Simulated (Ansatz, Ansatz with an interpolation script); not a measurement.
## Settings in Wannier-interpolated G0W0: Al2O3 (Corundum)

How do the Wannier model and the GW settings move the interpolated bands of Al2O3 (Corundum)?

Main program and level: Ansatz 0.2.0; maximally localised Wannier functions, LDA, plane waves, PAW; PAW set soft_1.

### 1. The structure

The structure is trigonal, space group R-3c (No. 167). The conventional cell has a = 4.761 Å, b = 4.761 Å, c = 12.996 Å, α = 90.00°, β = 90.00°, γ = 120.00°. Nearest to Al lie 6 O at 1.85 to 1.97 Å. Nearest to O lie 4 Al at 1.85 to 1.97 Å. Farther neighbours and most contacts between anions are not listed.

The cell and positions come from the Crystallography Open Database and are kept as given unless a step says otherwise.

### 2. Wannier model on 8×8×8

Localised functions give a small Hamiltonian that interpolates between mesh points at no cost.

input.yaml

```yaml
crystal:
  lattice:
    - [2.38025, 1.37423798, 4.33186667]
    - [-2.38025, 1.37423798, 4.33186667]
    - [0.0, -2.74847596, 4.33186667]
  atoms:
    - { symbol: Al, position: [0.35216, 0.35216, 0.35216] }
    - { symbol: Al, position: [0.14784, 0.14784, 0.14784] }
    - { symbol: Al, position: [0.64784, 0.64784, 0.64784] }
    - { symbol: Al, position: [0.85216, 0.85216, 0.85216] }
    - { symbol: O, position: [0.55668, 0.94332, 0.25] }
    - { symbol: O, position: [0.25, 0.55668, 0.94332] }
    - { symbol: O, position: [0.94332, 0.25, 0.55668] }
    - { symbol: O, position: [0.44332, 0.05668, 0.75] }
    - { symbol: O, position: [0.75, 0.44332, 0.05668] }
    - { symbol: O, position: [0.05668, 0.75, 0.44332] }
kpoints:
  mp_grid: { grid: [4, 4, 4] }
hamiltonian:
  xc: lda
  pseudopotentials: { kind: paw, azcp: { folder: soft_1 }, xc_functional: pbe }
scf:
  occupations: { method: fixed }
  n_extra_bands: 45
output:
  wannier:
    kmesh: [8, 8, 8]
    projections:
      - { species: Al, l: s, shell: 3 }
      - { species: Al, l: p, shell: 3 }
      - { species: O, l: p, shell: 2 }
    minimise: true
    write_hr: true
    seedname: w
    conv_tol: 1.0e-06
    max_iter: 20000
    stability_check: false
    disentanglement:
      window: [0.23, 25.03]
      frozen_window: [0.23, 16.52]
      conv_tol: 1.0e-08
```

Run with:

```
> ansatz run input.yaml --threads 3 --pin off --max-ram 92160MiB --backend cuda --events-out ev --progress --plain --runs-dir out --devices 1 --max-vram 13GiB
```

Numbers of over 12 decimals in the logs are rounded to 6 here.

What it wrote:

```text
scf.n_extra_bands = 45 over 24 filled bands (N_el = 48.0): the run solves 69 bands
GPUs: using 1 of 1 available (devices: 1).
Engine: ansatz 0.2.0, x86_64-unknown-linux-gnu
Pseudopotentials: kind: paw
Pseudopotential: Al, paw, valence charge 3, recommended cutoff 420 eV (normal), soft_1/Al.paw.azcp
Pseudopotential: O, paw, valence charge 6, recommended cutoff 420 eV (normal), soft_1/O.paw.azcp
Functional definition: SPW92
  exchange = slater_x
  correlation = pw_c
device memory: the entry about to start is reckoned to put 2.8 GiB on a device that reports 28.3 GiB free (of which the cap on the GPU budget leaves the run 13.0 GiB)
GPU FFT provider: cuFFT
GPU libraries: cuBLAS 13.8.2, cuFFT 12.4.0, cuSOLVER 12.3.4
Crystal: 10 atoms, lattice volume = 85.018 Å³
Basis set: ecut = 420 eV, 1653 PW (Γ)
Bands: 69, of which v1, the nominal top of the filled ones, is band 24 counted from 1 (23 counted from 0)
Symmetry: 12 space group operations
Space group: R-3c (ITA 167), of the structure as read, at distance tolerance 4.4e-5 Å
k-points: 13 of 64
Non-local potential: Al, projectors of the file, l = 0: 2, l = 1: 2, l = 2: 1
Non-local potential: O, projectors of the file, l = 0: 2, l = 1: 2, l = 2: 1
PAW form: soft (Blöchl's): semilocal exchange-correlation on the pseudo side does not see the compensation charge
PAW frozen core: Al, regenerated for the run's functional, and the local potential with it (the file was generated under x = pbe(κ = 0.804, μ = 0.219515), c = pbe(β = 0.066725))
PAW frozen core: O, regenerated for the run's functional, and the local potential with it (the file was generated under x = pbe(κ = 0.804, μ = 0.219515), c = pbe(β = 0.066725))
PAW one-centre angular grid: Al, 110 points (default); XC on 64 Gauss nodes
PAW one-centre angular grid: O, 110 points (default); XC on 64 Gauss nodes
Initial density: superposition of atomic densities (chi_scale 0.1, normalization cell, long waves kept (reshape's long-wave potential 0.00 eV rms))
Initial wavefunctions: pseudopotential atomic-orbital guess
GPU buffer pool allocated for 46656 grid points (all kernels)
GPU transforms: local potential and band sums: pruned to the plane-wave sphere, on 36×36×36
Functional: x = slater, c = lda
SCF iter   1: F=—  HF=-5403.420175 eV  |F-HF|=—  |Δ(HF+E_count)|=         —  Δρ=1.19e-1  dr2=1.13e1  ethr=3.10e-3  ⟨swp⟩=4.5  Hψ=3255  notcnv=0  defer=531
preconditioner: auto → Resta (q_TF=auto, 2.480 Å⁻¹)  ε∞=2.0  [insulator: Δε(μ)=7.220 eV  Ē_g=27.316 eV  n_scr=20 (ndim 8)  ℏωp=27.9 eV  f_vac=0.000  ε∞_Penn≈2.0]
SCF iter   2: F=—  HF=-5400.089076 eV  |F-HF|=—  |Δ(HF+E_count)|=    3.33e0  Δρ=4.43e-2  dr2=6.16e-1  ethr=3.10e-3  ⟨swp⟩=2.0  Hψ=1431  notcnv=0  defer=510
[...]
E_local      = -1961.152359  (includes V_loc(G=0)·N_el)
  E_nonlocal   = 366.016264
  E_hartree    = 737.455604
  E_xc         = -583.257577
  E_vxc        = -675.880718  (∫ρ·V_xc dr)
  E_paw        = -2695.624221  (= ΣΔE_a)
  E_vpaw       = -287.039251  (= ΣTr[D̂ρ^β])
  E_aug_tail   = 0.004859  (compensation charges beyond the density's cutoff)
  E_ewald      = -2397.730567
  E_core_change = 0.804395  (= ΣΔE_core)
  E_smearing   = -0.000000  (= −TS)
  E_closure    = 0.000000  (closes the sum)
  Σ components = -5399.858852   (vs F -5399.858852, Δ=0.00e0)
--- Band table (eV; the first three rows and the last of 13) ---
  k-point 0: bands = [... 20 lower, 6.8579, 7.3145, 7.3145, 7.3553, 13.5167, 16.3392, 17.8760, 18.7095, ... 41 higher]
  k-point 1: bands = [... 20 lower, 6.5868, 6.9055, 7.2033, 7.2435, 14.7496, 17.2181, 17.3215, 17.9149, ... 41 higher]
  k-point 2: bands = [... 20 lower, 6.4375, 6.4375, 7.0817, 7.0817, 16.6646, 16.6646, 16.8376, 16.8376, ... 41 higher]
  k-point 12: bands = [... 20 lower, 6.9718, 6.9718, 6.9718, 6.9718, 15.9096, 15.9096, 18.1765, 18.1765, ... 41 higher]
Wannier search: line search 1 of at most 20000: gauge-dependent spread (as the search counts it) 33.9419964 Å², largest recent change 7.4e0 Å² against conv_tol 1.0e-6 Å², 0 stops escaped
Wannier search: line search 100 of at most 20000: gauge-dependent spread (as the search counts it) 20.8231773 Å², largest recent change 8.1e-3 Å² against conv_tol 1.0e-6 Å², 0 stops escaped
Wannier search: line search 200 of at most 20000: gauge-dependent spread (as the search counts it) 20.7240597 Å², largest recent change 1.8e-1 Å² against conv_tol 1.0e-6 Å², 0 stops escaped
Wannier search: line search 300 of at most 20000: gauge-dependent spread (as the search counts it) 20.6011965 Å², largest recent change 1.8e-2 Å² against conv_tol 1.0e-6 Å², 0 stops escaped
Wannier search: line search 400 of at most 20000: gauge-dependent spread (as the search counts it) 20.5169808 Å², largest recent change 4.2e-4 Å² against conv_tol 1.0e-6 Å², 0 stops escaped
Wannier search: line search 500 of at most 20000: gauge-dependent spread (as the search counts it) 20.4543619 Å², largest recent change 3.0e-3 Å² against conv_tol 1.0e-6 Å², 0 stops escaped
Wannier search: line search 600 of at most 20000: gauge-dependent spread (as the search counts it) 20.4159620 Å², largest recent change 1.4e-2 Å² against conv_tol 1.0e-6 Å², 0 stops escaped
Wannier search: line search 700 of at most 20000: gauge-dependent spread (as the search counts it) 20.4761030 Å², largest recent change 3.6e-2 Å² against conv_tol 1.0e-6 Å², 0 stops escaped
[...]
Wannier search: line search 10500 of at most 20000: gauge-dependent spread (as the search counts it) 16.4685150 Å², largest recent change 3.2e-3 Å² against conv_tol 1.0e-6 Å², 0 stops escaped
Wannier search: line search 10600 of at most 20000: gauge-dependent spread (as the search counts it) 16.2892267 Å², largest recent change 6.4e-4 Å² against conv_tol 1.0e-6 Å², 0 stops escaped
Wannier search: line search 10700 of at most 20000: gauge-dependent spread (as the search counts it) 16.2185487 Å², largest recent change 3.2e-3 Å² against conv_tol 1.0e-6 Å², 0 stops escaped
Wannier search: line search 10800 of at most 20000: gauge-dependent spread (as the search counts it) 7.4161650 Å², largest recent change 4.5e-2 Å² against conv_tol 1.0e-6 Å², 0 stops escaped
[key lines of the parts left out:]
SCF converged after 7 iterations
Free energy (F): -5399.858852 eV
Fermi energy:    7.355298 eV
```

Elapsed: 6.8 min, on 1 × NVIDIA H100 80GB HBM3 (shared by 6 runs) with 3 threads of AMD EPYC 7R13 (Zen 3), shared host; peak memory 1.4 GiB; 6.9 min of CPU time.

Numbers from this step:

- gauge-invariant spread: 41.91 Å²
- diagonal spread: 0.04607 Å²
- off-diagonal spread: 4.761 Å²
- total spread: 46.72 Å²
- least projectability: 6.37e-4
- localisation steps: 10872
- disentanglement steps: 596
- r.m.s. interpolation error: 4.35e-4 eV
- r.m.s. error near the gap: 5.78e-4 eV

Near the gap the model misses directly solved bands by 0.6 meV r.m.s. and by 7 meV at most in the window tested. This tests the starting bands, not the corrections carried with them.

### 3. Wannier model on 4×4×4

input.yaml, as its differences from that of step 2:

```diff
@@ -26,3 +26,3 @@
   wannier:
-    kmesh: [8, 8, 8]
+    kmesh: [4, 4, 4]
     projections:
```

What it wrote:

```text
[...]
GPUs: using 1 of 1 available (devices: 1).
[...]
GPU FFT provider: cuFFT
GPU libraries: cuBLAS 13.8.2, cuFFT 12.4.0, cuSOLVER 12.3.4
Crystal: 10 atoms, lattice volume = 85.018 Å³
Basis set: ecut = 420 eV, 1653 PW (Γ)
Bands: 69, of which v1, the nominal top of the filled ones, is band 24 counted from 1 (23 counted from 0)
Symmetry: 12 space group operations
[...]
k-points: 13 of 64
[...]
GPU buffer pool allocated for 46656 grid points (all kernels)
[...]
SCF iter   1: F=—  HF=-5403.420175 eV  |F-HF|=—  |Δ(HF+E_count)|=         —  Δρ=1.19e-1  dr2=1.13e1  ethr=3.10e-3  ⟨swp⟩=4.5  Hψ=3255  notcnv=0  defer=531
[...]
SCF iter   7: F=-5399.858852 eV  HF=-5399.858852 eV  |F-HF|=1.55e-9  |Δ(HF+E_count)|=   4.67e-8  Δρ=3.75e-6  dr2=8.94e-9  ethr=2.08e-10  ⟨swp⟩=11.5  Hψ=6316  notcnv=0
SCF 1 converged in 7 iterations: F = -5399.858852 eV  dr2 = 8.94e-9
[...]
NSCF: frozen V_eff on 13 k-points
[...]
SCF converged after 7 iterations
Free energy (F): -5399.858852 eV
[...]
Internal energy: -5399.858852 eV  (E = F + TS)
E sigma→0 (E₀):  -5399.858852 eV
Fermi energy:    7.355298 eV
[...]
--- Band table (eV; the first three rows and the last of 13) ---
  k-point 0: bands = [... 20 lower, 6.8579, 7.3145, 7.3145, 7.3553, 13.5167, 16.3392, 17.8760, 18.7095, ... 41 higher]
  k-point 1: bands = [... 20 lower, 6.5868, 6.9055, 7.2033, 7.2435, 14.7496, 17.2181, 17.3215, 17.9149, ... 41 higher]
  k-point 2: bands = [... 20 lower, 6.4375, 6.4375, 7.0817, 7.0817, 16.6646, 16.6646, 16.8376, 16.8376, ... 41 higher]
  k-point 12: bands = [... 20 lower, 6.9718, 6.9718, 6.9718, 6.9718, 15.9096, 15.9096, 18.1765, 18.1765, ... 41 higher]
[...]
```

Run time: 9.9 s. Hardware: 1 × NVIDIA H100 80GB HBM3 (shared by 6 runs) with 3 threads; peak memory 0.99 GiB.

Numbers from this step:

```yaml
gauge_invariant_spread: 36.97 Å²
diagonal_spread: 0.03626 Å²
off_diagonal_spread: 4.733 Å²
total_spread: 41.74 Å²
least_projectability: 0.02187
localisation_steps: 48
disentanglement_steps: 238
r_m_s_interpolation_error: 0.003373 eV
r_m_s_error_near_the_gap: 0.003539 eV
```

Near the gap the model misses directly solved bands by 3.5 meV r.m.s. and by 34 meV at most in the window tested. This tests the starting bands, not the corrections carried with them.

Frozen up to 9.16 eV; above it the model need not follow the bands. The electronic bands at the labelled points (eV, zero at the valence-band top; v1 is the highest filled band, c1 the lowest empty one):

```tsv
point	v4	v3	v2	v1	c1	c2	c3	c4
Γ	-0.50	-0.04	-0.04	0.00	6.16	8.98	10.52	11.35
halfway	-0.51	-0.51	-0.11	-0.11	7.12	9.05	10.34	11.62
T	-0.38	-0.38	-0.38	-0.38	8.55	8.55	10.91	10.91
halfway	-0.86	-0.86	-0.54	-0.54	9.29	9.29	10.67	10.67
H2	-0.86	-0.86	-0.51	-0.51	9.61	9.61	10.02	10.02
jump to H0	-0.86	-0.86	-0.51	-0.51	9.61	9.61	10.02	10.02
halfway	-0.85	-0.85	-0.31	-0.31	9.25	9.25	9.71	9.71
L	-0.92	-0.92	-0.27	-0.27	9.35	9.35	9.50	9.50
halfway	-0.77	-0.45	-0.15	-0.11	7.39	9.88	10.21	10.64
Γ	-0.50	-0.04	-0.04	0.00	6.16	8.98	10.52	11.35
halfway	-0.85	-0.53	-0.18	-0.09	7.80	9.57	10.16	10.47
S0	-0.90	-0.85	-0.57	-0.28	9.38	9.42	9.70	10.52
jump to S2	-0.90	-0.85	-0.57	-0.28	9.38	9.42	9.70	10.52
halfway	-0.97	-0.86	-0.74	-0.27	9.58	9.63	9.95	10.33
F	-1.04	-0.93	-0.75	-0.26	9.70	9.77	9.82	10.49
halfway	-0.98	-0.60	-0.27	-0.17	7.65	9.94	10.12	10.69
Γ	-0.50	-0.04	-0.04	0.00	6.16	8.98	10.52	11.35
```

The same for Kohn-Sham, solved directly:

```tsv
point	v4	v3	v2	v1	c1	c2	c3	c4
Γ	-0.50	-0.04	-0.04	0.00	6.16	8.98	10.52	11.35
T	-0.38	-0.38	-0.38	-0.38	8.55	8.55	10.82	10.82
H2	-0.86	-0.86	-0.51	-0.51	9.54	9.54	9.95	9.95
H0	-0.86	-0.86	-0.51	-0.51	9.54	9.54	9.95	9.95
L	-0.92	-0.92	-0.27	-0.27	9.31	9.31	9.48	9.48
Γ	-0.50	-0.04	-0.04	0.00	6.16	8.98	10.52	11.35
S0	-0.90	-0.85	-0.57	-0.28	9.36	9.36	9.57	10.00
S2	-0.90	-0.85	-0.57	-0.28	9.36	9.36	9.57	10.00
F	-1.04	-0.93	-0.75	-0.26	9.39	9.60	9.77	10.25
Γ	-0.50	-0.04	-0.04	0.00	6.16	8.98	10.52	11.35
```

### 4. A faulty Wannier input

input.yaml, as its differences from that of step 3:

```diff
@@ -38,4 +38,4 @@
     disentanglement:
-      window: [0.23, 25.03]
-      frozen_window: [0.23, 16.52]
+      window: [0.23, 13.52]
+      frozen_window: [0.23, 13.32]
       conv_tol: 1.0e-08
```

What it wrote:

```text
scf.n_extra_bands = 45 over 24 filled bands (N_el = 48.0): the run solves 69 bands
GPUs: using 1 of 1 available (devices: 1).
Engine: ansatz 0.2.0, x86_64-unknown-linux-gnu
Pseudopotentials: kind: paw
Pseudopotential: Al, paw, valence charge 3, recommended cutoff 420 eV (normal), soft_1/Al.paw.azcp
Pseudopotential: O, paw, valence charge 6, recommended cutoff 420 eV (normal), soft_1/O.paw.azcp
Functional definition: SPW92
  exchange = slater_x
  correlation = pw_c
device memory: the entry about to start is reckoned to put 2.8 GiB on a device that reports 46.9 GiB free (of which the cap on the GPU budget leaves the run 13.0 GiB)
GPU FFT provider: cuFFT
GPU libraries: cuBLAS 13.8.2, cuFFT 12.4.0, cuSOLVER 12.3.4
Crystal: 10 atoms, lattice volume = 85.018 Å³
Basis set: ecut = 420 eV, 1653 PW (Γ)
Bands: 69, of which v1, the nominal top of the filled ones, is band 24 counted from 1 (23 counted from 0)
Symmetry: 12 space group operations
Space group: R-3c (ITA 167), of the structure as read, at distance tolerance 4.4e-5 Å
k-points: 13 of 64
Non-local potential: Al, projectors of the file, l = 0: 2, l = 1: 2, l = 2: 1
Non-local potential: O, projectors of the file, l = 0: 2, l = 1: 2, l = 2: 1
PAW form: soft (Blöchl's): semilocal exchange-correlation on the pseudo side does not see the compensation charge
PAW frozen core: Al, regenerated for the run's functional, and the local potential with it (the file was generated under x = pbe(κ = 0.804, μ = 0.219515), c = pbe(β = 0.066725))
PAW frozen core: O, regenerated for the run's functional, and the local potential with it (the file was generated under x = pbe(κ = 0.804, μ = 0.219515), c = pbe(β = 0.066725))
[...]
NSCF: frozen V_eff on 13 k-points
[...]
device memory: the entry about to start is reckoned to put 2.5 GiB on a device that reports 53.9 GiB free (of which the cap on the GPU budget leaves the run 13.0 GiB)
NSCF: frozen V_eff on 16 k-points
the Wannier pass solved 16 of the 64 points of its mesh, and has the states at the others by symmetry: states obtained by the crystal's operations at points that were solved too leave a residual of 2.71e-13 eV (read by the count's bands and the next), within 8.33e-6 eV
SCF converged after 7 iterations
Free energy (F): -5399.858852 eV
Harris-Foulkes:  -5399.858852 eV  (|F-HF|=1.55e-9)
Internal energy: -5399.858852 eV  (E = F + TS)
E sigma→0 (E₀):  -5399.858852 eV
Fermi energy:    7.355298 eV
--- Per-component energies (eV) ---
  E_band       = 50.481797
  E_kinetic    = 1133.624751
  E_local      = -1961.152359  (includes V_loc(G=0)·N_el)
  E_nonlocal   = 366.016264
  E_hartree    = 737.455604
  E_xc         = -583.257577
  E_vxc        = -675.880718  (∫ρ·V_xc dr)
  E_paw        = -2695.624221  (= ΣΔE_a)
  E_vpaw       = -287.039251  (= ΣTr[D̂ρ^β])
  E_aug_tail   = 0.004859  (compensation charges beyond the density's cutoff)
  E_ewald      = -2397.730567
  E_core_change = 0.804395  (= ΣΔE_core)
  E_smearing   = -0.000000  (= −TS)
  E_closure    = 0.000000  (closes the sum)
  Σ components = -5399.858852   (vs F -5399.858852, Δ=0.00e0)
--- Band table (eV; the first three rows and the last of 13) ---
  k-point 0: bands = [... 20 lower, 6.8579, 7.3145, 7.3145, 7.3553, 13.5167, 16.3392, 17.8760, 18.7095, ... 41 higher]
  k-point 1: bands = [... 20 lower, 6.5868, 6.9055, 7.2033, 7.2435, 14.7496, 17.2181, 17.3215, 17.9149, ... 41 higher]
  k-point 2: bands = [... 20 lower, 6.4375, 6.4375, 7.0817, 7.0817, 16.6646, 16.6646, 16.8376, 16.8376, ... 41 higher]
  k-point 12: bands = [... 20 lower, 6.9718, 6.9718, 6.9718, 6.9718, 15.9096, 15.9096, 18.1765, 18.1765, ... 41 higher]
```

Wall time 11 s (1 × NVIDIA H100 80GB HBM3 (shared by 6 runs) with 3 threads); peak memory 0.9 GiB.

The self-consistent loop converged; the step after it was not made. The program's words: output.wannier: at mesh point 0 (counted from 0) output.wannier.disentanglement.window holds 19 states for 34 functions, beside 0 of inner shells that are left out. Raise the window's top, and output.wannier.disentanglement.top_band where it is typed. No Wannier file is written

The fault put into this input: an outer window with too few states.

### 5. G0W0: 4×4×4 mesh, 390 empty bands, screening to 160 eV, PAW set soft_1 files

G0W0 replaces the xc potential by the self-energy, built once from these orbitals. Only a window of levels is corrected, while the sums run over the empty bands that the input names.

This step: G0W0 on LDA, plane waves, PAW; PAW set soft_1.

input.yaml, the sections that differ from step 4:

```yaml
scf:
  occupations: { method: fixed }
gw:
  n_empty_bands: 390
  ecut_chi: 160.0
  qp_bands: [v18, c2]
  screening: { model: contour_deformation }
# crystal, kpoints, hamiltonian: as in step 4
# output: removed
```

What it wrote:

```text
GPUs: using 1 of 1 available (devices: 1).
[...]
GPU FFT provider: cuFFT
GPU libraries: cuBLAS 13.8.2, cuFFT 12.4.0, cuSOLVER 12.3.4
Crystal: 10 atoms, lattice volume = 85.018 Å³
Basis set: ecut = 420 eV, 1653 PW (Γ)
Bands: 34, of which v1, the nominal top of the filled ones, is band 24 counted from 1 (23 counted from 0)
Symmetry: 12 space group operations
[...]
k-points: 13 of 64
[...]
0    14      3.9691   -23.7550     4.5716   -17.5172  0.7936     2.2757     2.3030  root
[...]
12    23      6.9718   -26.6746     4.2446   -21.1189  0.8031     5.6487     5.6607  root
    12    24      6.9718   -26.6746     4.2446   -21.1189  0.8031     5.6487     5.6607  root
    12    25     15.9096   -10.5966    -4.3654   -16.6563  0.8413    17.6195    17.6040  root
    12    26     15.9096   -10.5966    -4.3654   -16.6563  0.8413    17.6195    17.6040  root
[key lines of the parts left out:]
SCF converged after 7 iterations
Free energy (F): -5399.858852 eV
Fermi energy:    7.355318 eV
```

Elapsed: 52 s, on 1 × NVIDIA H100 80GB HBM3 (shared by 6 runs) with 3 threads; peak memory 1.4 GiB.

The G0W0 gap on the mesh is 8.913 eV.

(Continued in part 2 of 2.)

[Paths, hosts, dates, memory and timing lines, banners, echoed tables and standing remarks are left out of the program output.]

[Logs are printed without paths, hosts, clocks, repeated set-up lines and the standing remarks that a program may print on its own settings, such as how far it seeks lower states.]

[Runs of the session that timed out or met a known fault of the program may be left out.]

[Hosts, paths, dates, database ids (printed as entryN), source tags and the programs' standing remarks are cut or masked in the printed files.]
